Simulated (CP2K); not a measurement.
Two runs for the C K edge of 4-hydroxypyridine. Run A: CP2K XAS_TDP, all-electron GAPW, PBEh(45%), aug-cc-pVDZ, TDA, no relativity. Run B differs in one setting.

First lines with a strength over 0.0015. A:

```csv
atom,energy (eV),states,"strength, one atom"
C2 (bonded to 2 C and O),283.02,1,0.0647
,286.28,1,0.0073
,287.07,1,0.0129
,287.91,1,0.0041
,288.93,1,0.0033
C3 (bonded to 2 C and H),281.57,1,0.0467
,284.45,1,0.0103
,284.79,1,0.0031
,285.79,1,0.0035
,286.09,1,0.0044
"C4 (bonded to C, N and H)",281.74,1,0.0581
,285.33,1,0.0117
,286.75,1,0.0033
,286.95,1,0.0040
,287.76,1,0.0035
```

B:

| atom | energy (eV) | states | strength, one atom |
| --- | --- | --- | --- |
| C2 (bonded to 2 C and O) | 282.82 | 1 | 0.0675 |
|  | 286.66 | 1 | 0.0186 |
|  | 287.43 | 1 | 0.0109 |
|  | 289.70 | 1 | 0.0115 |
|  | 289.85 | 1 | 0.0153 |
| C3 (bonded to 2 C and H) | 281.31 | 1 | 0.0483 |
|  | 284.80 | 1 | 0.0225 |
|  | 286.65 | 1 | 0.0048 |
|  | 287.54 | 1 | 0.0111 |
|  | 288.19 | 1 | 0.0095 |
| C4 (bonded to C, N and H) | 281.47 | 1 | 0.0599 |
|  | 285.74 | 1 | 0.0234 |
|  | 287.71 | 1 | 0.0047 |
|  | 288.59 | 1 | 0.0072 |
|  | 288.83 | 1 | 0.0135 |

Question: Which was it: the basis, the functional, GW2X switched on, scalar relativity switched on?

The basis (basis from aug-cc-pVDZ to 6-311G**; the lines alone don't name the new value). A basis moves diffuse and continuum lines far more than the leading valence line. Against PBEh(45%) in aug-cc-pVDZ, the leading lines move by -0.20 eV (C2, to 282.82), -0.26 eV (C3, to 281.31) and -0.27 eV (C4, to 281.47); the strength of C2's goes from 0.0647 to 0.0675. The next line of C2 over the strength cut lies 3.84 eV higher, against 3.26.

[Banner, clock and machine lines of the logs are left out without a mark of their own.]

[Logs are printed without paths, hosts, clocks, repeated set-up lines and the standing remarks that a program may print on its own settings, such as how far it seeks lower states.]

[Hosts, paths, dates, database ids (printed as entryN), source tags and the programs' standing remarks are cut or masked in the printed files.]
